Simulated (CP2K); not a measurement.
Consider 5-isocyanopyrimidine at its PBE geometry (Å).

```xyz
11

C     3.3225   -0.1333    0.3258
N     2.1412   -0.0874    0.2132
C     0.7699   -0.0320    0.0771
C     0.0917    1.1952    0.0088
N    -1.2381    1.2533   -0.1261
C    -1.8834    0.0773   -0.1873
N    -1.3362   -1.1480   -0.1315
C    -0.0062   -1.1996   -0.0003
H     0.6433    2.1362    0.0664
H    -2.9695    0.1226   -0.2919
H     0.4649   -2.1842    0.0459
```

Method: CP2K XAS_TDP, all-electron GAPW, PBEh(45%), aug-cc-pVDZ, TDA, GW2X-corrected core level, no relativity.

Question: Predict the bright core excitations at the C K edge.

Leading lines: C1 288.54 eV, C3 288.07 eV, C4 287.22 eV and C6 287.54 eV. The leading line of an atom is its first one with 35 % of the strongest within 2.5 eV of its lowest line over the strength cut. Core ionisation energies at this level: C3 294.15, C4 294.17, C1 295.14 and C6 294.33 eV.

The first six lines of each atom with a strength over 0.0015:

```csv
atom,energy (eV),states,"strength, one atom",above the computed threshold
C1 (bonded to N),288.54,1,0.0640,
,288.81,1,0.0712,
,293.30,1,0.0042,
,294.20,1,0.0022,
,294.60,2,0.0070,
,295.43,1,0.0032,yes
C3 (bonded to 2 C and N),288.07,1,0.0454,
,292.22,1,0.0095,
,292.49,1,0.0056,
,292.96,1,0.0200,
,293.37,1,0.0058,
,294.27,1,0.0128,yes
"C4 (bonded to C, N and H), 2 alike",287.22,1,0.0577,
,291.94,1,0.0154,
,292.60,1,0.0034,
,292.99,1,0.0045,
,293.58,1,0.0037,
,293.96,1,0.0035,
C6 (bonded to 2 N and H),287.54,1,0.0595,
,292.24,1,0.0129,
,293.11,1,0.0039,
,293.13,1,0.0031,
,293.73,1,0.0060,
,294.28,1,0.0027,
```

Lines are vertical, at one geometry, with no vibrational structure. GW2X ionisation energies and lines can be off by 1 to 2 eV either way, and a good line position may hide errors that cancel. These values hold no scalar relativity, about 0.1 eV for C 1s. Rydberg lines, and the discretised continuum above threshold, depend on the basis and the box.

[Banner, clock and machine lines of the logs are left out without a mark of their own.]

[Logs are printed without paths, hosts, clocks, repeated set-up lines and the standing remarks that a program may print on its own settings, such as how far it seeks lower states.]

[Hosts, paths, dates, database ids (printed as entryN), source tags and the programs' standing remarks are cut or masked in the printed files.]
